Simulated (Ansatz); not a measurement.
# Na on Pd(111): change of the work function, part 3 of 3

Wanted: Δφ(θ) for Na/Pd(111), starting from the fcc site.

Ansatz 0.2.0; plane-wave DFT, PBE, Ansatz PAW.

So far, work function, upper face (eV): step 2 (the clean slab) 5.27; step 3 (37 atoms, coverage 0.111 ML, cell 3x3) 3.05.

### Step 4. Adsorbate added, k-mesh 6×6×1, coverage 0.25 ML

System of this step: Na/Pd(111). The cell holds 17 atoms: 16 Pd and 1 Na. Its edges and angles: a = 5.501 Å, b = 5.501 Å, c = 27.554 Å, α = 90.0°, β = 90.0°, γ = 60.0°. Vacuum lies along c.

Another coverage, to see how the dipoles act on each other as their distance changes.

input.yaml reads:

```yaml
crystal:
  lattice:
    - [5.5012907577, 0.0, 0.0]
    - [2.7506453788, 4.7642575497, 0.0]
    - [0.0, 0.0, 27.5541563725]
  atoms:
    - { symbol: Pd, position: [0.0, 0.0, 0.3266294884] }
    - { symbol: Pd, position: [0.1666666667, 0.1666666667, 0.4081377922] }
    - { symbol: Pd, position: [0.3333333333, 0.3333333333, 0.491391738] }
    - { symbol: Pd, position: [0.0, 0.0, 0.5749992896] }
    - { symbol: Pd, position: [0.0, 0.5, 0.3266294884] }
    - { symbol: Pd, position: [0.1666666667, 0.6666666667, 0.4081377922] }
    - { symbol: Pd, position: [0.3333333333, 0.8333333333, 0.491391738] }
    - { symbol: Pd, position: [0.0, 0.5, 0.5749992896] }
    - { symbol: Pd, position: [0.5, 0.0, 0.3266294884] }
    - { symbol: Pd, position: [0.6666666667, 0.1666666667, 0.4081377922] }
    - { symbol: Pd, position: [0.8333333333, 0.3333333333, 0.491391738] }
    - { symbol: Pd, position: [0.5, 0.0, 0.5749992896] }
    - { symbol: Pd, position: [0.5, 0.5, 0.3266294884] }
    - { symbol: Pd, position: [0.6666666667, 0.6666666667, 0.4081377922] }
    - { symbol: Pd, position: [0.8333333333, 0.8333333333, 0.491391738] }
    - { symbol: Pd, position: [0.5, 0.5, 0.5749992896] }
    - { symbol: Na, position: [0.1666666667, 0.1666666667, 0.6733705116] }
kpoints:
  mp_grid: { grid: [6, 6, 1] }
hamiltonian:
  xc: pbe
scf:
  occupations: { method: fermi_dirac, width: 0.1 }
  convergence: { dr2_threshold: 1.0e-08 }
efield:
  axis: 3
  dipole_correction: true
  ramp_position: 0.97
  ramp_width: 0.06
relax:
  f_tol: 0.02
  max_steps: 60
  constraints: [{ sites: [0, 1, 4, 5, 8, 9, 12, 13] }]
output:
  dos: { projected: true, e_range: [-8, 4] }
  write_potential: true
  write_density: true
  volumetric_format: npy
  elf: true
```

Command:

```
> ansatz run input.yaml --threads 4 --pin off --max-ram 16384MiB --backend cpu --events-out ev --progress --plain --runs-dir out
```

The program printed:

```text
[...]
Crystal: 17 atoms, lattice volume = 722.182 Å³
Basis set: ecut = 420 eV, 14043 PW (Γ), exchange–correlation on 80×80×384 points (8 copies of the dense FFT grid, shifted against one another)
Bands: 179, of which v1, the nominal top of the filled ones, is band 149 counted from 1 (148 counted from 0)
Symmetry: 6 space group operations
[...]
k-points: 7 of 36 (time reversal used)
[...]
SCF iter   1: F=—  HF=-113049.163783 eV  |F-HF|=—  |Δ(HF+E_count)|=         —  Δρ=1.04e-2  dr2=8.97e0  ethr=1.77e-3  p=0.448 e·Å  D=1.12e-1 V/Å  ΔV_dip=-3.09 eV  dr2_dipole=2.10e0  V_vac-E_F(+/−)=1.76/4.86 eV  ⟨swp⟩=6.9  Hψ=4879  notcnv=0  defer=43
[...]
SCF iter  12: F=-113049.069917 eV  HF=-113049.069917 eV  |F-HF|=8.84e-8  |Δ(HF+E_count)|=   1.59e-7  Δρ=6.90e-7  dr2=5.01e-9  ethr=3.37e-12  p=0.484 e·Å  D=1.21e-1 V/Å  ΔV_dip=-3.34 eV  dr2_dipole=2.22e-10  V_vac-E_F(+/−)=1.91/5.25 eV  ⟨swp⟩=13.9  Hψ=9511  notcnv=0
SCF 1 converged in 12 iterations: F = -113049.069917 eV  dr2 = 5.01e-9
[...]
relax step   1: F+E_penalty+E_count = -113049.06991711 eV  Δ(F+E_penalty+E_count) = +0.000e0 eV  max|allowed force component| = 7.627e-1 eV/Å  Δτ_max = 0.0000 Å  (12 SCF iters, accepted)
[...]
SCF iter   1: F=—  HF=-113049.189284 eV  |F-HF|=—  |Δ(HF+E_count)|=         —  Δρ=2.91e-3  dr2=1.55e-1  ethr=3.82e-5  p=0.484 e·Å  D=1.21e-1 V/Å  ΔV_dip=-3.34 eV  dr2_dipole=2.49e-2  V_vac-E_F(+/−)=1.92/5.26 eV  ⟨swp⟩=1.7  Hψ=4070  notcnv=0  defer=86
[...]
eigensolver tolerance schedule calibrated: the retry pair's looser diagonalisation under-reported the residual by θ = 0.27 (0.14/decade); ethr = c·dr2/N_el runs at the constant in force after the calibration composes with the one it found (an armed cap, an earlier calibration), c = 5.2e-2
[...]
SCF iter   2: F=—  HF=-113049.187773 eV  |F-HF|=—  |Δ(HF+E_count)|=   1.51e-3  Δρ=1.97e-3  dr2=5.38e-2  ethr=2.70e-5  p=0.494 e·Å  D=1.24e-1 V/Å  ΔV_dip=-3.41 eV  dr2_dipole=5.77e-3  V_vac-E_F(+/−)=1.84/5.25 eV  ⟨swp⟩=2.0  Hψ=2058  notcnv=0  defer=86
[...]
SCF iter  12: F=-113049.176505 eV  HF=-113049.176505 eV  |F-HF|=1.63e-9  |Δ(HF+E_count)|=   8.45e-9  Δρ=5.33e-7  dr2=5.42e-9  ethr=1.74e-12  p=0.497 e·Å  D=1.24e-1 V/Å  ΔV_dip=-3.43 eV  dr2_dipole=1.48e-10  V_vac-E_F(+/−)=1.82/5.25 eV  ⟨swp⟩=11.1  Hψ=8162  notcnv=0
SCF 2 converged in 12 iterations: F = -113049.176505 eV  dr2 = 5.42e-9
relax step   2: F+E_penalty+E_count = -113049.17650450 eV  Δ(F+E_penalty+E_count) = -1.066e-1 eV  max|allowed force component| = 5.921e-1 eV/Å  Δτ_max = 0.1358 Å  (12 SCF iters, accepted)
SCF iter   1: F=—  HF=-113049.251185 eV  |F-HF|=—  |Δ(HF+E_count)|=         —  Δρ=2.51e-3  dr2=3.12e-1  ethr=7.84e-4  p=0.497 e·Å  D=1.24e-1 V/Å  ΔV_dip=-3.43 eV  dr2_dipole=9.14e-2  V_vac-E_F(+/−)=1.84/5.26 eV  ⟨swp⟩=5.0  Hψ=3095  notcnv=0  defer=85
[...]
SCF iter  12: F=-113049.250509 eV  HF=-113049.250509 eV  |F-HF|=3.87e-9  |Δ(HF+E_count)|=   1.25e-8  Δρ=3.14e-7  dr2=2.18e-9  ethr=3.37e-12  p=0.494 e·Å  D=1.24e-1 V/Å  ΔV_dip=-3.41 eV  dr2_dipole=3.57e-11  V_vac-E_F(+/−)=1.84/5.25 eV  ⟨swp⟩=13.1  Hψ=7868  notcnv=0
SCF 3 converged in 12 iterations: F = -113049.250509 eV  dr2 = 2.18e-9
relax step   3: F+E_penalty+E_count = -113049.25050946 eV  Δ(F+E_penalty+E_count) = -7.400e-2 eV  max|allowed force component| = 1.265e-1 eV/Å  Δτ_max = 0.1949 Å  (12 SCF iters, accepted)
[...]
relax step   4: F+E_penalty+E_count = -113049.25413174 eV  Δ(F+E_penalty+E_count) = -3.622e-3 eV  max|allowed force component| = 4.908e-2 eV/Å  Δτ_max = 0.0752 Å  (11 SCF iters, accepted)
SCF iter   1: F=—  HF=-113049.255395 eV  |F-HF|=—  |Δ(HF+E_count)|=         —  Δρ=7.31e-4  dr2=4.40e-3  ethr=1.35e-5  p=0.489 e·Å  D=1.23e-1 V/Å  ΔV_dip=-3.38 eV  dr2_dipole=8.84e-5  V_vac-E_F(+/−)=1.87/5.25 eV  ⟨swp⟩=3.0  Hψ=2782  notcnv=0  defer=91
[...]
SCF iter  10: F=-113049.255378 eV  HF=-113049.255378 eV  |F-HF|=3.16e-9  |Δ(HF+E_count)|=   1.24e-8  Δρ=3.04e-7  dr2=1.93e-9  ethr=3.37e-12  p=0.491 e·Å  D=1.23e-1 V/Å  ΔV_dip=-3.39 eV  dr2_dipole=1.39e-10  V_vac-E_F(+/−)=1.86/5.25 eV  ⟨swp⟩=12.0  Hψ=7740  notcnv=0
SCF 5 converged in 10 iterations: F = -113049.255378 eV  dr2 = 1.93e-9
relax step   5: F+E_penalty+E_count = -113049.25537765 eV  Δ(F+E_penalty+E_count) = -1.246e-3 eV  max|allowed force component| = 2.434e-3 eV/Å  Δτ_max = 0.0256 Å  (10 SCF iters, accepted)
[...]
SCF converged after 10 iterations
Free energy (F): -113049.255378 eV
[...]
Internal energy: -113048.212179 eV  (E = F + TS)
E sigma→0 (E₀):  -113048.733778 eV
Entropy (-TS):   -1.043199 eV (-61.365 meV/atom)
Fermi energy:    4.318125 eV
Dipole field:    D = 0.122982 V/Å  (p = 0.490824 e·Å, saw-weighted, corrected)
Work function:   Φ+ = 1.8619 eV   Φ− = 5.2506 eV
[...]
--- Forces (eV/Å), atoms counted from 1 ---
  atom   1  Pd     0.00224914     0.00129854    -0.30452767
  atom   2  Pd    -0.00000000     0.00000000     0.34638428
  atom   3  Pd     0.00011477     0.00006626     0.00077791
  atom   4  Pd    -0.00069017    -0.00039847     0.00145889
  atom   5  Pd     0.00000000    -0.00259708    -0.30452767
  atom   6  Pd     0.02837165    -0.01638038     0.28599144
  atom   7  Pd     0.00000000    -0.00013253     0.00077791
  atom   8  Pd    -0.00000000     0.00079693     0.00145889
  atom   9  Pd    -0.00224914     0.00129854    -0.30452767
  atom  10  Pd    -0.00000000     0.03276076     0.28599144
  atom  11  Pd    -0.00011477     0.00006626     0.00077791
  atom  12  Pd     0.00069017    -0.00039847     0.00145889
  atom  13  Pd    -0.00000000    -0.00000000    -0.29897450
  atom  14  Pd    -0.02837165    -0.01638038     0.28599144
  atom  15  Pd     0.00000000     0.00000000    -0.00164923
  atom  16  Pd     0.00000000     0.00000000     0.00070250
  atom  17  Na    -0.00000000    -0.00000000     0.00243390
  max |Σ_I F_I| component: 1.30e-6 eV/Å
--- Band table (eV; the first three rows and the last of 7) ---
  k-point 0: bands = [... 145 lower, 4.4857, 4.6359, 4.6436, 4.6436, 4.6621, 4.6621, 4.6644, 5.1566, ... 26 higher]
  k-point 1: bands = [... 145 lower, 4.3569, 4.3583, 4.4358, 4.4796, 4.4895, 4.5026, 4.6167, 5.0496, ... 26 higher]
  k-point 2: bands = [... 145 lower, 4.0782, 4.2013, 4.2312, 4.2638, 4.2765, 4.2864, 4.4711, 4.4802, ... 26 higher]
  k-point 6: bands = [... 145 lower, 4.0696, 4.0799, 4.0817, 4.1241, 4.1542, 4.1555, 4.1711, 4.1776, ... 26 higher]
--- Relaxed structure (5 steps of the walk, 5 accepted, 0 SCFs on fresh bases) ---
  F+E_penalty+E_count = -113049.25537765 eV   max|allowed force component| = 2.434e-3 eV/Å
  atoms:
    - { symbol: Pd, position: [-1.795949e-17, -1.795949e-17, 0.326629] }
    - { symbol: Pd, position: [0.166667, 0.166667, 0.4081377922] }
    - { symbol: Pd, position: [0.333886, 0.333886, 0.491953] }
    - { symbol: Pd, position: [-0.00174811, -0.00174811, 0.574927] }
    - { symbol: Pd, position: [5.551115e-17, 0.500000, 0.326629] }
    - { symbol: Pd, position: [0.166667, 0.666667, 0.4081377922] }
    - { symbol: Pd, position: [0.333886, 0.832227, 0.491953] }
    - { symbol: Pd, position: [-0.00174811, 0.503496, 0.574927] }
    - { symbol: Pd, position: [0.500000, -1.795949e-17, 0.326629] }
    - { symbol: Pd, position: [0.666667, 0.166667, 0.4081377922] }
    - { symbol: Pd, position: [0.832227, 0.333886, 0.491953] }
    - { symbol: Pd, position: [0.503496, -0.00174811, 0.574927] }
    - { symbol: Pd, position: [0.5, 0.500000, 0.326629] }
    - { symbol: Pd, position: [0.666667, 0.666667, 0.4081377922] }
    - { symbol: Pd, position: [0.833333, 0.833333, 0.490838] }
    - { symbol: Pd, position: [0.5, 0.500000, 0.578488] }
    - { symbol: Na, position: [0.166667, 0.166667, 0.659565] }
```

It took 2.2 min on 4 threads of Intel Xeon Platinum 8259CL at 2.50GHz (Skylake/Cascade Lake), shared host; peak memory 3.1 GiB.

Relaxation path:

| step | energy less that of the first step (eV) | largest force component (eV/Å) |
| --- | --- | --- |
| 1 | 0.0000 | 0.7627 |
| 2 | -0.1066 | 0.5921 |
| 3 | -0.1806 | 0.1265 |
| 4 | -0.1842 | 0.0491 |
| 5 | -0.1855 | 0.0024 |

The run keeps the 6 symmetry operations that the program found, so distortions that break them were not tested.

The atoms that moved most (Å):

| atom | dx | dy | dz | length |
| --- | --- | --- | --- | --- |
| Na17 | 0.000 | 0.000 | -0.380 | 0.380 |
| Pd16 | 0.000 | 0.000 | 0.096 | 0.096 |
| Pd4 | -0.014 | -0.008 | -0.002 | 0.017 |
| Pd12 | 0.014 | -0.008 | -0.002 | 0.017 |
| Pd8 | 0.000 | 0.017 | -0.002 | 0.017 |
| Pd11 | -0.005 | 0.003 | 0.015 | 0.016 |
| Pd7 | 0.000 | -0.005 | 0.015 | 0.016 |
| Pd3 | 0.005 | 0.003 | 0.015 | 0.016 |

The relaxed structure:

```
Pd Na
1.0
     5.50129    0.00000    0.00000
     2.75065    4.76426    0.00000
     0.00000    0.00000   27.55416
Pd Na
16 1
Direct
  0.00000 0.00000 0.32663
  0.16667 0.16667 0.40814
  0.33389 0.33389 0.49195
  0.99825 0.99825 0.57493
  0.00000 0.50000 0.32663
  0.16667 0.66667 0.40814
  0.33389 0.83223 0.49195
  0.99825 0.50350 0.57493
  0.50000 0.00000 0.32663
  0.66667 0.16667 0.40814
  0.83223 0.33389 0.49195
  0.50350 0.99825 0.57493
  0.50000 0.50000 0.32663
  0.66667 0.66667 0.40814
  0.83333 0.83333 0.49084
  0.50000 0.50000 0.57849
  0.16667 0.16667 0.65957
```

Numbers from this step:

| Quantity | Value |
| --- | --- |
| energy at zero smearing | -113048.7338 eV |
| work function, upper face | 1.862 eV |
| work function, lower face | 5.251 eV |
| dipole along the normal | 0.4908 e·Å |
| step between the vacuum levels | -3.389 eV |

Running mean over 2.246 Å of the planar mean; the ramp of the sawtooth is left out. The electron's electrostatic potential energy less the Fermi level by z:

| z (Å) | electron's electrostatic potential energy less the Fermi level (eV) |
| --- | --- |
| 4 | 5.25 |
| 5 | 5.25 |
| 6 | 5.20 |
| 7 | 4.39 |
| 8 | -3.11 |
| 9 | -8.25 |
| 10 | -8.48 |
| 11 | -8.55 |
| 12 | -8.18 |
| 13 | -8.29 |
| 14 | -8.25 |
| 15 | -7.83 |
| 16 | -8.12 |
| 17 | -3.07 |
| 18 | 1.13 |
| 19 | 0.856 |
| 20 | 1.67 |
| 21 | 1.82 |
| 22 | 1.85 |
| 23 | 1.86 |
| 24 | 1.86 |

The density of states has structure finer than the step of the table below, so its rows give means over 0.5 eV. Peaks (eV: height): -3.52: 56.3, -2.47: 77.3, -2.38: 65.2, -2.26: 65.4, -1.65: 53.5, -0.93: 52.9, -0.15: 77.1.

The density of states by energy, zero at the Fermi level; means over each step:

| energy (eV) | density of states (states/eV a cell) |
| --- | --- |
| -7.0 | 0 |
| -6.5 | 0.504 |
| -6.0 | 1.04 |
| -5.5 | 1.83 |
| -5.0 | 7.99 |
| -4.5 | 29.2 |
| -4.0 | 30.2 |
| -3.5 | 24.2 |
| -3.0 | 27.4 |
| -2.5 | 42.7 |
| -2.0 | 34.6 |
| -1.5 | 31.5 |
| -1.0 | 36.1 |
| -0.5 | 34.1 |
| 0.0 | 33.7 |
| 0.5 | 5.77 |
| 1.0 | 5.85 |
| 1.5 | 5.51 |

Projected DOS per atom over height of the atomic layer and energy from the Fermi level. Layers: Pd4 Pd4 Pd4 Pd4 Na from below.

Ten even steps from '0' (0.00 states/eV) to '9' (2.85 states/eV), each cell a mean:
```
00001
00001
00001
10011
78850
76670
95690
75670
74481
99890
67670
44550
55660
58750
27620
01100
00000
00000
00000
00000
00000
00000
```
Columns: height of the atomic layer (Å) from 9 to 18.2; rows upwards: energy from the Fermi level (eV) from -7.96 to 1.95.

Valence density in the ca plane at fractional y = 0.167, with atoms of Pd and Na within 0.2 Å of it. It is the smooth field of the valence electrons, not physical close to the nuclei.

Ten steps, logarithmic in the rise over the least value, from '0' (0 e/Å³) to '9' (16 e/Å³), each cell a mean:
```
54211222112454322345421000000000000000000000
54211222112455322345321000000000000000000000
33223454322333211233211000000000000000000000
22125787521222111122210000000000000000000000
11136898631111111111110000000000000000000000
21125898621121111122110000000000000000000000
32224676421222211233210000000000000000000000
43212333212344322344321000000000000000000000
54211222112455322355421000000000000000000000
43212333212344322344321001000000000000000000
32224676421232211222211145410000000000000000
21125898621121111111111379830000000000000000
11136898631111111111111389840000000000000000
22225787521222111122211267620000000000000000
43222454322233211233311112100000000000000000
```
Columns run along c (16.0 Å, from fractional 0.33 to 0.91 of the cell), rows up along a (5.5 Å). Atoms in or near the plane, at fractional coordinates: Pd at (0.41, 0.17), Pd at (0.41, 0.67), Na at (0.66, 0.17).

ELF in the ca plane at fractional y = 0.167, with atoms of Pd and Na within 0.2 Å of it. It is the smooth field of the valence electrons, not physical close to the nuclei.

Ten even steps from '0' (0.00) to '9' (0.58), each cell a mean:
```
75333333333576433466544200000011100000000000
65333333333576433466543321000111000000000000
44334676433454333344433332211110000000000000
33336888633333322333333322111100000000000000
33337857733333222333333222111000000000000000
33337868733333222333333222111000000000000000
43335888533333322334333322211100000000000000
65333444333465433456533332111111000000000000
76333333333676433467544310000011100000000000
64333444333465433455443101100011100000000000
33335888533343322333342168840001110000000000
33337868733333222333441497981001210000000000
33337857733333222333441585892001210000000000
33336888633333322333341289961001110000000000
54333666433344333344443025410001110000000000
```
Columns run along c (16.0 Å, from fractional 0.33 to 0.91 of the cell), rows up along a (5.5 Å). Atoms in or near the plane, at fractional coordinates: Pd at (0.41, 0.17), Pd at (0.41, 0.67), Na at (0.66, 0.17).

Electrostatic potential energy in the ca plane at fractional y = 0.167, with atoms of Pd and Na within 0.2 Å of it. With pseudopotentials it is smooth inside the atoms' cores, unlike the true potential.

Values in eV, 8 rows by 16 columns, each cell a mean:
```
-10   5   3   5 -14   0  -7  -5   7   5   6   7   7   7   7   7
  0  -3 -23   3  -2   4   2   3   8   8   7   7   7   7   7   7
  6 -16 -42  -4   6   8   7   7   8   8   7   7   7   7   7   7
  0  -4 -25   2   0   5   2   3   8   8   7   7   7   7   7   7
-10   5   3   5 -14   0  -7  -5   7   5   6   7   7   7   7   7
  0  -3 -23   3  -2   5   2   3   2 -10   4   6   7   7   7   7
  6 -16 -42  -3   6   8   7   7  -9 -37   2   6   7   7   7   7
  0  -4 -25   2   0   5   2   3   1 -12   3   6   7   7   7   7
```
Columns run along c (16.0 Å, from fractional 0.33 to 0.91 of the cell; values clipped at the 3rd and 97th percentile), rows up along a (5.5 Å). Atoms in or near the plane, at fractional coordinates: Pd at (0.41, 0.17), Pd at (0.41, 0.67), Na at (0.66, 0.17).

The relaxation took 5 steps and lowered the energy by 0.19 eV; the largest force on the free atoms ends at 0.0024 eV/Å.

By hand: a sheet of dipoles makes a step −p/(ε₀A) in the electron's potential. With e/ε₀ = 180.95 V·Å, p = 0.4908 e·Å and A = 26.21 Å², that is −180.95 × (0.4908) / 26.21 = -3.389 eV, and the two vacuum levels of the run differ by -3.389 eV.

The covered face has 1.86 eV, -3.41 eV against the clean one; the bare back face has moved by +0.00 eV, a measure of how thin the slab is.

### Step 5. Work function against coverage

This step: plane-wave DFT, PBE, Ansatz PAW; work function against coverage (Ansatz 0.2.0).

The runs are now put side by side.

Numbers from this step:

```yaml
work_function_of_the_clean_face: 5.268 eV
largest_change_of_the_work_function: -3.406 eV
```

Work function of the covered face against coverage:

| coverage (adsorbates/nm²) | work function of the covered face (eV) |
| --- | --- |
| 0.00 | 5.27 |
| 1.70 | 3.05 |
| 3.82 | 1.86 |

The dipole per adsorbate comes from the change of the cell's dipole. Coverage, by row:

| coverage (1/nm²) | coverage (ML) | work function (eV) | change (eV) | dipole per adsorbate, positive end outwards (debye) | mean height of the added atoms over the highest substrate atom (Å) |
| --- | --- | --- | --- | --- | --- |
| 1.696 | 0.1111 | 3.045 | -2.223 | 3.494 | 2.345 |
| 3.815 | 0.25 | 1.862 | -3.406 | 2.371 | 2.234 |

### Step 6. Outcome

| Quantity | Value |
| --- | --- |
| work function of the clean face | 5.27 eV |
| work function at 0.11 ML | 3.05 eV |
| work function at 0.25 ML | 1.86 eV |
| dipole per adsorbate at 0.11 ML, positive end outwards | 3.49 D |

In words: Na lowers the work function of Pd(111) at the lowest coverage, by 2.22 eV: the adsorbate layer has its positive end outwards. The slab has 4 layers, at the tabulated experimental lattice constant, one starting site was run, and quantum-size effects of a slab this thin can reach one or two tenths of an eV.

[Long decimals in the printed logs are rounded to 6 places.]

[Logs are printed without paths, hosts, clocks, repeated set-up lines and the standing remarks that a program may print on its own settings, such as how far it seeks lower states.]

[Hosts, paths, dates, database ids (printed as entryN), source tags and the programs' standing remarks are cut or masked in the printed files.]

[Maps of the electrostatic potential energy from Ansatz leave out the sawtooth potential of an applied field or a dipole correction, so their vacuum need not be flat; planar profiles and work functions include it.]
